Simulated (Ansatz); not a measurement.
## Simulated XPS, UPS and emission spectra of AgSbH2C2N2F6

Wanted: projected DOS of AgSbH2C2N2F6, weighted into photoemission and X-ray emission spectra, at several levels of theory. Spin–orbit coupling is left out of the bands throughout.

Method: DFT, LDA, plane-wave PAW, default files, scalar-relativistic, in the first sound run; inputs show where later runs differ, in Ansatz 0.2.0.

Most raw output is cut from this account.

## Step 1: Starting point

The structure is orthorhombic, space group Pnnm (No. 58). Conventional cell: a = 5.320 Å, b = 12.527 Å, c = 7.011 Å, α = 90.00°, β = 90.00°, γ = 90.00°. Nearest to Sb lie 6 F at 1.93 Å. Nearest to Ag lie 2 N at 2.09 Å. Nearest to F lie 1 Sb at 1.93 Å. Nearest to N lie 1 C at 1.16 Å and 1 Ag at 2.09 Å. C has 1 H at 1.08 Å and 1 N at 1.16 Å nearest. Farther neighbours and most contacts between anions are not listed.

## Step 2: The base run

The base run gives the projected DOS, from which the spectra are built. The DOS is taken on a denser mesh than the density.

input.yaml

```yaml
crystal:
  lattice:
    - [5.320154, 0.0, 0.0]
    - [0.0, 12.526935, 0.0]
    - [0.0, 0.0, 7.010653]
  atoms:
    - { symbol: Sb, position: [0.0, 0.0, 0.0] }
    - { symbol: Sb, position: [0.5, 0.5, 0.5] }
    - { symbol: Ag, position: [0.5, 0.0, 0.5] }
    - { symbol: Ag, position: [0.0, 0.5, 0.0] }
    - { symbol: F, position: [0.200525, 0.930762, 0.807556] }
    - { symbol: F, position: [0.799475, 0.069238, 0.807556] }
    - { symbol: F, position: [0.700525, 0.569238, 0.692444] }
    - { symbol: F, position: [0.299475, 0.430762, 0.692444] }
    - { symbol: F, position: [0.799475, 0.069238, 0.192444] }
    - { symbol: F, position: [0.200525, 0.930762, 0.192444] }
    - { symbol: F, position: [0.299475, 0.430762, 0.307556] }
    - { symbol: F, position: [0.700525, 0.569238, 0.307556] }
    - { symbol: F, position: [0.77598, 0.878896, 0.0] }
    - { symbol: F, position: [0.22402, 0.121104, 0.0] }
    - { symbol: F, position: [0.27598, 0.621104, 0.5] }
    - { symbol: F, position: [0.72402, 0.378896, 0.5] }
    - { symbol: "N", position: [0.714024, 0.859858, 0.5] }
    - { symbol: "N", position: [0.285976, 0.140142, 0.5] }
    - { symbol: "N", position: [0.214024, 0.640142, 0.0] }
    - { symbol: "N", position: [0.785976, 0.359858, 0.0] }
    - { symbol: C, position: [0.854259, 0.789418, 0.5] }
    - { symbol: C, position: [0.145741, 0.210582, 0.5] }
    - { symbol: C, position: [0.354259, 0.710582, 0.0] }
    - { symbol: C, position: [0.645741, 0.289418, 0.0] }
    - { symbol: H, position: [0.977731, 0.72072, 0.5] }
    - { symbol: H, position: [0.022269, 0.27928, 0.5] }
    - { symbol: H, position: [0.477731, 0.77928, 0.0] }
    - { symbol: H, position: [0.522269, 0.22072, 0.0] }
kpoints:
  mp_grid: { grid: [4, 2, 4] }
  band_path:
    path:
      - [0.0, 0.0, 0.0]
      - [0.5, 0.0, 0.0]
      - [0.5, 0.5, 0.0]
      - [0.0, 0.5, 0.0]
      - [0.0, 0.0, 0.0]
      - [0.0, 0.0, 0.5]
      - [0.5, 0.0, 0.5]
      - [0.5, 0.5, 0.5]
      - [0.0, 0.5, 0.5]
      - [0.0, 0.0, 0.5]
    npoints: 6
scf:
  occupations: { method: fermi_dirac, width: 0.02 }
  n_extra_bands: 40
hamiltonian:
  xc: lda
  pseudopotentials: { kind: paw }
output:
  forces: true
  stress: true
  dos:
    projected:
      site_lists:
        Sb1: [0, 1]
        Ag3: [2, 3]
        F5: [4, 5, 6, 7, 8, 9, 10, 11]
        F13: [12, 13, 14, 15]
        N17: [16, 17, 18, 19]
        C21: [20, 21, 22, 23]
        H25: [24, 25, 26, 27]
    de: 0.05
    e_range: [-30, 12]
    nscf_kmesh: { grid: [8, 4, 6] }
  fatbands: true
  write_density: true
  write_potential: true
  elf: true
  volumetric_format: npy
```

Command:

```bash
$ ansatz run input.yaml --threads 4 --pin off --max-ram 8192MiB --backend cpu --events-out ev --progress --plain --runs-dir out
```

Elapsed: 91 s, on 4 threads of INTEL XEON PLATINUM 8581C at 2.10GHz (Emerald Rapids), shared host; peak memory 3 GiB.

Numbers from this step:

```
free energy                                    : -39636.0889 eV
Fermi energy                                   : 1.900 eV
symmetry operations                            : 8
pressure                                       : -4.583 GPa
gap on the k-mesh                              : 2.781 eV
zero of energy                                 : valence-band maximum
share of occupied states in no projected shell : 0.0072 of the occupied states in the window
gap on the path                                : 2.776 eV
least direct gap on the path                   : 2.841 eV
valence top on path                            : 0 eV
```

The electronic bands at the labelled points (eV, zero at the valence-band maximum; v1 is the highest filled band, c1 the lowest empty one):

```csv
point,v4,v3,v2,v1,c1,c2,c3,c4
Γ,-1.03,-1.03,-0.25,-0.18,2.79,2.86,4.11,4.43
halfway,-1.05,-1.05,-0.15,-0.14,2.85,2.86,4.35,4.49
X,-1.07,-1.07,-0.09,-0.09,2.89,2.89,4.50,4.50
halfway,-1.07,-1.07,-0.09,-0.09,2.89,2.89,4.51,4.51
S,-1.07,-1.07,-0.09,-0.09,2.89,2.89,4.52,4.52
halfway,-1.05,-1.05,-0.15,-0.15,2.86,2.86,4.47,4.47
Y,-1.03,-1.03,-0.21,-0.21,2.83,2.83,4.26,4.26
halfway,-1.03,-1.03,-0.24,-0.19,2.80,2.85,4.16,4.38
Γ,-1.03,-1.03,-0.25,-0.18,2.79,2.86,4.11,4.43
halfway,-1.09,-1.09,-0.16,-0.11,2.78,2.83,4.18,4.41
Z,-1.14,-1.14,-0.06,-0.06,2.78,2.78,4.32,4.32
halfway,-1.14,-1.14,-0.03,-0.03,2.92,2.92,4.48,4.48
U,-1.14,-1.14,0.00,0.00,3.05,3.05,4.44,4.44
halfway,-1.14,-1.14,0.00,0.00,3.05,3.05,4.44,4.44
R,-1.14,-1.14,0.00,0.00,3.05,3.05,4.45,4.45
halfway,-1.14,-1.14,-0.03,-0.03,2.91,2.91,4.41,4.41
T,-1.14,-1.14,-0.06,-0.06,2.78,2.78,4.28,4.28
halfway,-1.14,-1.14,-0.06,-0.06,2.78,2.78,4.29,4.29
Z,-1.14,-1.14,-0.06,-0.06,2.78,2.78,4.32,4.32
```

Of the projections kept (Sb s, Sb p, Ag s, Ag d, F s, F p, N s, N p, C s, C p, H s, not projected), the largest for each band there; the rest of the weight can lie on other orbitals:

```
point         v4         v3         v2         v1         c1         c2        c3        c4
    Γ  Ag d 0.89  Ag d 0.89  Ag d 0.64  Ag d 0.64  Sb s 0.43  Sb s 0.43  C p 0.48  C p 0.49
    X  Ag d 0.91  Ag d 0.91  Ag d 0.67  Ag d 0.67  Sb s 0.49  Sb s 0.49  C p 0.52  C p 0.52
    S  Ag d 0.91  Ag d 0.91  Ag d 0.67  Ag d 0.67  Sb s 0.49  Sb s 0.49  C p 0.52  C p 0.52
    Y  Ag d 0.89  Ag d 0.89  Ag d 0.64  Ag d 0.64  Sb s 0.43  Sb s 0.43  C p 0.48  C p 0.48
    Γ  Ag d 0.89  Ag d 0.89  Ag d 0.64  Ag d 0.64  Sb s 0.43  Sb s 0.43  C p 0.48  C p 0.49
    Z  Ag d 0.94  Ag d 0.94  Ag d 0.65  Ag d 0.65  Sb s 0.49  Sb s 0.49  C p 0.50  C p 0.50
```

The DOS has structure finer than the step of the table below, so its rows give means over 1 eV, whole bins alone (the curve runs from -24.4 to 11.4 eV). Peaks (eV: height): total -22.1: 109, -21.2: 80, -3.1: 82.7, -1.3: 99.0; F 2p -5.7: 56.2, -3.6: 43.5, -3.1: 66.1, -2.6: 65.5; Ag 4d -1.3: 85.5, 0.0: 13.5; N 2p -6.3: 16.6, -4.8: 23.7, -3.3: 9.60, 5.0: 15.0; C 2p -8.5: 11.3, -1.3: 9.14, 4.5: 11.4, 5.0: 19.8.

* holds the states left over by the projection beside any projected weight of its own. The DOS by E, zero at the valence-band maximum; means over each step; 7 of 14 lines; values in states/eV/cell:

```
E (eV)  total     F 2p    Ag 4d     N 2p     C 2p     H 1s     C 2s
   -23   4.00   0.0958  0.00103   9.4e-4  0.00443  0.00848   1.2e-4
   -22   12.0   0.0855  0.00263   6.0e-4  0.00421   0.0157   5.8e-5
   -21   8.00  0.00713  0.00225   4.2e-4  0.00293   0.0145   7.8e-5
   -20      0        0        0        0        0        0        0
   -19      0        0        0        0        0        0        0
   -18      0        0        0        0        0        0        0
   -17   8.00   6.0e-4   0.0287    0.787     1.30    0.159     1.92
   -16      0        0        0        0        0        0        0
   -15      0        0        0        0        0        0        0
   -14      0        0        0        0        0        0        0
   -13      0        0        0        0        0        0        0
   -12      0        0        0        0        0        0        0
   -11      0        0        0        0        0        0        0
   -10      0        0        0        0        0        0        0
    -9   7.01     1.96   0.0496    0.171     1.03    0.993    0.810
    -8   4.99    0.245   0.0409    0.212     1.48     1.28     1.17
    -7      0        0        0        0        0        0        0
    -6   16.0     9.63    0.873     1.86    0.438    0.228   0.0758
    -5   4.00    0.235  0.00174     2.41    0.194    0.148  0.00201
    -4   28.7     20.2    0.914     4.10     2.86  0.00419   0.0554
    -3   41.6     32.3    0.800     4.85     3.05  0.00154   0.0170
    -2   1.69     1.66   0.0127  0.00976  0.00442   1.2e-5   1.3e-4
    -1   16.0    0.473     14.2    0.309    0.960   2.0e-4   8.6e-4
     0   4.00    0.231     2.62    0.306   0.0108   0.0121  0.00688
     1      0        0        0        0        0        0        0
     2      0        0        0        0        0        0        0
     3   4.00     1.63   0.0505   0.0355   0.0309   0.0332   0.0252
     4   3.42   0.0257  0.00494     1.17     1.70  0.00269  0.00383
     5   12.6   0.0805    0.164     4.66     6.33  0.00557  0.00681
     6   4.00    0.161    0.156    0.254    0.193   0.0881   0.0898
     7   7.37    0.546  0.00742    0.130    0.210    0.499    0.308
     8   9.64    0.737  0.00995    0.164    0.199    0.598    0.545
     9   10.7    0.610  0.00437    0.136    0.168    0.693    0.686
    10   11.0    0.309  0.00483    0.174    0.216     1.37    0.673
```

This run's widths, added to any smearing of the DOS itself: Gaussian 0.3 eV, Lorentzian 0.05 eV. Intensity against binding energy, zero at the valence-band maximum; values in % of the maximum within 13 eV:

| binding energy (eV) | 21.2 eV | 150 eV | 1486.7 eV | 5414.7 eV |
| --- | --- | --- | --- | --- |
| 0 | 10.3 | 5.03 | 18.2 | 20.5 |
| 2 | 1.46 | 1.33 | 0.907 | 0.868 |
| 4 | 60.6 | 59.1 | 9.06 | 7.14 |
| 6 | 15.8 | 18.5 | 4.35 | 6.89 |
| 8 | - | 0.635 | 0.256 | 0.470 |
| 10 | - | 0.134 | 0.0599 | 0.154 |
| 12 | - | 0.0361 | 0.0169 | 0.0285 |
| 14 | - | 0.0305 | 0.0166 | 0.0259 |
| 16 | - | 0.0893 | 0.0473 | 0.0710 |
| 18 | - | 0.132 | 0.0762 | 0.117 |
| 20 | - | 0.164 | 0.157 | 0.266 |
| 22 | - | 47.2 | 44.6 | 79.9 |
| 24 | - | 0.149 | 0.140 | 0.262 |

Maxima picked by a test of local sharpness, so broad peaks and shoulders can be missing; peaks within 0.45 eV of a curve's cut are left out. Valence peaks, by row, the first 40 of 48 rows:

```csv
photon energy (eV),binding energy (eV),height (% of the maximum within 13 eV),main shell,its share (%)
21.2,6.309,18.86,N 2p,59.32
21.2,5.759,43.49,F 2p,86.6
21.2,4.859,19.74,N 2p,82.01
21.2,3.709,82.53,F 2p,61.87
21.2,3.159,100,F 2p,68.4
21.2,2.609,53.12,F 2p,95.21
21.2,1.259,54.17,Ag 4d,83.26
21.2,0.1088,12.52,Ag 4d,74.89
150,22.96,22.74,F 2s,95.19
150,22.11,67.93,F 2s,98.59
150,21.26,49.79,F 2s,99.02
150,17.06,24.27,N 2s,64.48
150,9.159,14.89,F 2p,70.18
150,8.459,11.87,C 2s,43.03
150,6.309,8.835,N 2p,36.12
150,5.759,54.78,F 2p,91.82
150,4.859,10.79,N 2p,42.8
150,3.709,76.12,F 2p,89.59
150,3.109,100,F 2p,92.79
150,2.609,68.24,F 2p,98.98
150,1.259,18.12,Ag 4d,80.87
150,0.1088,6.094,Ag 4d,49.99
1487,22.96,21.71,F 2s,91.37
1487,22.11,64.05,F 2s,95.85
1487,21.26,51.72,F 2s,87.37
1487,17.11,11.37,N 2s,74.26
1487,9.159,7.251,Sb 5s,48.74
1487,8.459,4.804,C 2s,44.02
1487,6.309,8.107,Ag 4d,76.89
1487,5.759,10.93,F 2p,38.68
1487,3.709,12.71,F 2p,45.1
1487,3.159,11.94,F 2p,64.3
1487,2.609,7.318,F 2p,77.59
1487,1.259,100,Ag 4d,99.66
1487,0.1088,22.09,Ag 4d,93.79
5415,22.96,43.75,F 2s,77.82
5415,22.11,114.9,F 2s,91.72
5415,21.26,85.31,F 2s,90.89
5415,17.11,16.2,N 2s,75.61
5415,9.159,24.17,Sb 5s,78.39
```

The intensity has structure finer than the step of the table below, so its rows give means over 2 eV, whole bins alone (the curve runs from -24.4 to 1.47 eV). Peaks (eV: height): Ag L-beta2 -1.2: 99.9; F K -5.7: 31.3, -3.2: 99.9; F K, E along x -5.7: 31.1, -3.2: 99.1; F K, E along y -5.7: 30.7, -3.2: 103; F K, E along z -5.8: 32.1, -3.1: 98.3.

Shapes are the site's partial DOS without matrix elements, which overweights lines from ligand s bands. Table of intensity by emission energy less the core level's binding energy, zero at the valence-band maximum; means over each step; 7 of 13 lines; values in % of the unpolarised maximum:

| emission energy less the core level's binding energy (eV) | Ag L-beta2 | F K | F K, E along x | F K, E along y | F K, E along z | N K | N K, E along x |
| --- | --- | --- | --- | --- | --- | --- | --- |
| -22 | 0.493 | 0.253 | 0.248 | 0.258 | 0.254 | 0.0334 | 0.0366 |
| -20 | 0.605 | 0.0386 | 0.0383 | 0.0391 | 0.0384 | 0.0492 | 0.0584 |
| -18 | 0.836 | 0.0419 | 0.0418 | 0.0423 | 0.0416 | 3.50 | 4.45 |
| -16 | 1.04 | 0.0566 | 0.0566 | 0.0570 | 0.0564 | 2.50 | 3.17 |
| -14 | 1.31 | 0.0841 | 0.0843 | 0.0843 | 0.0837 | 0.0733 | 0.0819 |
| -12 | 1.91 | 0.152 | 0.153 | 0.153 | 0.150 | 0.0873 | 0.0919 |
| -10 | 3.28 | 2.34 | 2.42 | 2.43 | 2.18 | 0.488 | 0.517 |
| -8 | 6.81 | 2.21 | 2.26 | 2.22 | 2.14 | 3.47 | 3.69 |
| -6 | 13.9 | 16.5 | 16.5 | 16.2 | 16.8 | 20.1 | 21.9 |
| -4 | 28.5 | 59.4 | 58.7 | 60.9 | 58.7 | 66.7 | 65.9 |
| -2 | 76.1 | 32.1 | 32.8 | 30.8 | 32.7 | 15.1 | 14.0 |
| 0 | 65.3 | 1.42 | 1.32 | 1.34 | 1.60 | 3.05 | 3.38 |

Valence density in the ab plane at fractional z = 0.000, with atoms of Sb and Ag and F and N and C and H within 0.2 Å of it. It is the smooth field of the valence electrons, not physical close to the nuclei.

Ten steps, logarithmic in the rise over the least value, from '_' (0 e/Å³) to '@' (17 e/Å³), each cell a mean:
```
%%##--..____________....--++%%
==--::..__________..--++++====
....______________::**%%%%**::
__________________::++####==::
________....::--::....::::..__
______..--==++==--..__________
__..::==++++++==::____________
..::==****++==::..____________
..==******==::..______________
::--++++==::..____________..::
##++--::..______________::==**
@@%%++::______________..--##@@
@@%%++::______________..--**%%
++--::______________::------==
....____________..::==++**++--
..____________..::==******++::
______________::==++++++==--..
____________..--++++==--::..__
____________..======::..______
__..--====::....::..__________
..--##%%##==..________________
::==**%%##==..__________......
**======--..__________..::--++
@@##==::..____________..::**@@
```
Columns run along a (5.3 Å), rows up along b (12.5 Å). Atoms in or near the plane, at fractional coordinates: Sb at (0.00, 0.00), Ag at (0.00, 0.50), F at (0.78, 0.88), F at (0.22, 0.12), N at (0.21, 0.64), N at (0.79, 0.36), C at (0.35, 0.71), C at (0.65, 0.29), H at (0.48, 0.78), H at (0.52, 0.22).

ELF in the ab plane at fractional z = 0.000, with atoms of Sb and Ag and F and N and C and H within 0.2 Å of it. It is the smooth field of the valence electrons, not physical close to the nuclei.

Ten even steps from '_' (0.02 × 1e-1) to '@' (9.94 × 1e-1), each cell a mean:
```
__......____________..::::..__
......__________..==**##**==::
..______________::**%%****##==
__________..::..__==########++
______..--##@@@@++..--++**==::
__..--++**%%@@@@@@==____..____
::==**##++::**%%%%++__________
++########++++**++::________..
++%%**::++%%##++::__________..
::++######**==::________......
==--::--==--..________..::--==
##**--....____________..--++##
##++==::..__________....::==**
----::..________..--++**++--::
::..__________::==**##**##%%++
==..________::++**##%%==--####
::________..++##**::==##%%##++
__________::##@@@@**==****++::
__..::::..__++@@@@@@%%++--..__
..++####**--..==##**--..______
::**##**####--________________
::++##**####==______________..
..::--++++==..__________......
____......______________....__
```
Columns run along a (5.3 Å), rows up along b (12.5 Å). Atoms in or near the plane, at fractional coordinates: Sb at (0.00, 0.00), Ag at (0.00, 0.50), F at (0.78, 0.88), F at (0.22, 0.12), N at (0.21, 0.64), N at (0.79, 0.36), C at (0.35, 0.71), C at (0.65, 0.29), H at (0.48, 0.78), H at (0.52, 0.22).

Electrostatic potential energy in the ab plane at fractional z = 0.000, with atoms of Sb and Ag and F and N and C and H within 0.2 Å of it. With pseudopotentials it is smooth inside the atoms' cores, unlike the true potential.

Values in eV, 24 rows by 15 columns, each cell a mean:
```
-26 -27 -21  -5   3   6   7   8   8   7   5   0 -12 -25 -26
-20 -15  -6   2   5   7   8   8   8   7  -1 -15 -19 -15 -18
  0   2   4   5   7   7   7   7   7   5 -26 -44 -44 -23   0
  6   6   6   7   6   6   5   4   5   5 -13 -31 -28  -8   6
  7   7   7   6   4   2  -9 -23  -7   4   5   4   5   7   8
  7   7   5   1  -9 -20 -27 -35 -11   3   6   7   8   8   8
  7   6   3  -8 -42 -53 -47 -15   1   5   6   7   7   8   7
  6   0 -21 -37 -48 -46 -33  -7   3   6   7   7   7   7   7
  5 -10 -46 -54 -48 -11   1   4   6   7   7   7   7   7   6
  0  -3 -17 -27 -17   1   6   7   7   7   7   7   6   4   1
-24 -18  -6   2   5   6   7   7   8   7   7   5   1 -10 -21
-41 -33 -18  -1   5   7   7   8   8   7   6   4  -7 -25 -38
-37 -29 -14   1   6   7   7   8   7   7   6   4  -5 -22 -34
-14  -8   0   5   6   7   7   7   7   6   4  -1  -3  -6 -12
  4   5   6   7   7   7   7   7   6   3 -16 -41 -41 -19   1
  6   7   7   7   7   7   6   4  -1 -11 -35 -53 -53 -29   1
  7   7   7   7   7   6   4  -2 -27 -53 -54 -35 -14  -1   5
  7   8   8   7   7   6   3  -7 -26 -45 -44 -18   1   6   7
  8   8   8   7   7   5  -1 -31 -40 -11  -4   2   5   7   7
  7   7   1  -6  -3   5   3  -3  -5   2   5   6   6   7   7
  5  -2 -30 -42 -37  -6   6   6   6   6   7   7   6   6   5
 -6  -8 -30 -41 -32  -3   7   8   7   7   7   5   3  -1  -5
-25 -22 -15  -7   0   6   8   8   8   7   6   2  -5 -18 -25
-24 -27 -23  -7   3   6   7   8   8   7   5  -1 -15 -26 -26
```
Columns run along a (5.3 Å; values clipped at the 3rd and 97th percentile), rows up along b (12.5 Å). Atoms in or near the plane, at fractional coordinates: Sb at (0.00, 0.00), Ag at (0.00, 0.50), F at (0.78, 0.88), F at (0.22, 0.12), N at (0.21, 0.64), N at (0.79, 0.36), C at (0.35, 0.71), C at (0.65, 0.29), H at (0.48, 0.78), H at (0.52, 0.22).

The spectra weight each projected shell by its atomic cross section (Dirac–Hartree–Slater) and angular factor, for unpolarised light with the analyser at 60° from the beam. Broadening, on top of any smearing of the DOS itself: a Gaussian of 0.3 eV and a Lorentzian of 0.05 eV plus 0 times the binding energy (full widths), Fermi edge at 77 K. Curves are cut 10 eV under the photon energy, above any shell that the free atom's threshold puts out of reach, or at the lower edge of the window: 7.4 eV at 21.2 eV, 24.5 eV at 150 eV, 24.5 eV at 1486.7 eV and 24.5 eV at 5414.7 eV. A star in tables and legends marks shells that hold the states left over by the projection (0.7 % of the filled ones), a stand-in for orbitals that the files don't project on. Dipole terms alone, which is rough above 3 keV; no background, satellites or final-state effects.

How the area divides among the shells (%):

| shell | 21.2 eV | 150 eV | 1486.7 eV | 5414.7 eV |
| --- | --- | --- | --- | --- |
| Ag 4d | 14.8 | 3.8 | 44.1 | 32.4 |
| C 2s | 0.0 | 2.0 | 1.4 | 1.4 |
| C 2p | 9.2 | 1.5 | 0.1 | 0.0 |
| F 2s | 0.0 | 22.8 | 35.7 | 45.0 |
| F 2p | 55.8 | 60.6 | 8.7 | 3.0 |
| N 2s | 0.0 | 3.9 | 3.6 | 3.8 |
| N 2p | 18.9 | 4.6 | 0.4 | 0.1 |
| Sb 5s | 0.0 | 0.3 | 1.6 | 6.3 |
| Sb 5p | 0.8 | 0.2 | 1.6 | 4.4 |
| Sb 4d | 0.0 | 0.1 | 2.3 | 2.0 |

At this level the gap is 2.78 eV on the path.

[end of part 1 of 2]

[Logs are printed without paths, hosts, clocks, repeated set-up lines and the standing remarks that a program may print on its own settings, such as how far it seeks lower states.]

[Hosts, paths, dates, database ids (printed as entryN), source tags and the programs' standing remarks are cut or masked in the printed files.]

[Maps of the electrostatic potential energy from Ansatz leave out the sawtooth potential of an applied field or a dipole correction, so their vacuum need not be flat; work functions include it.]

[Peak lists hold at most the 14 tallest peaks of each spectrum; further lines can be left out.]
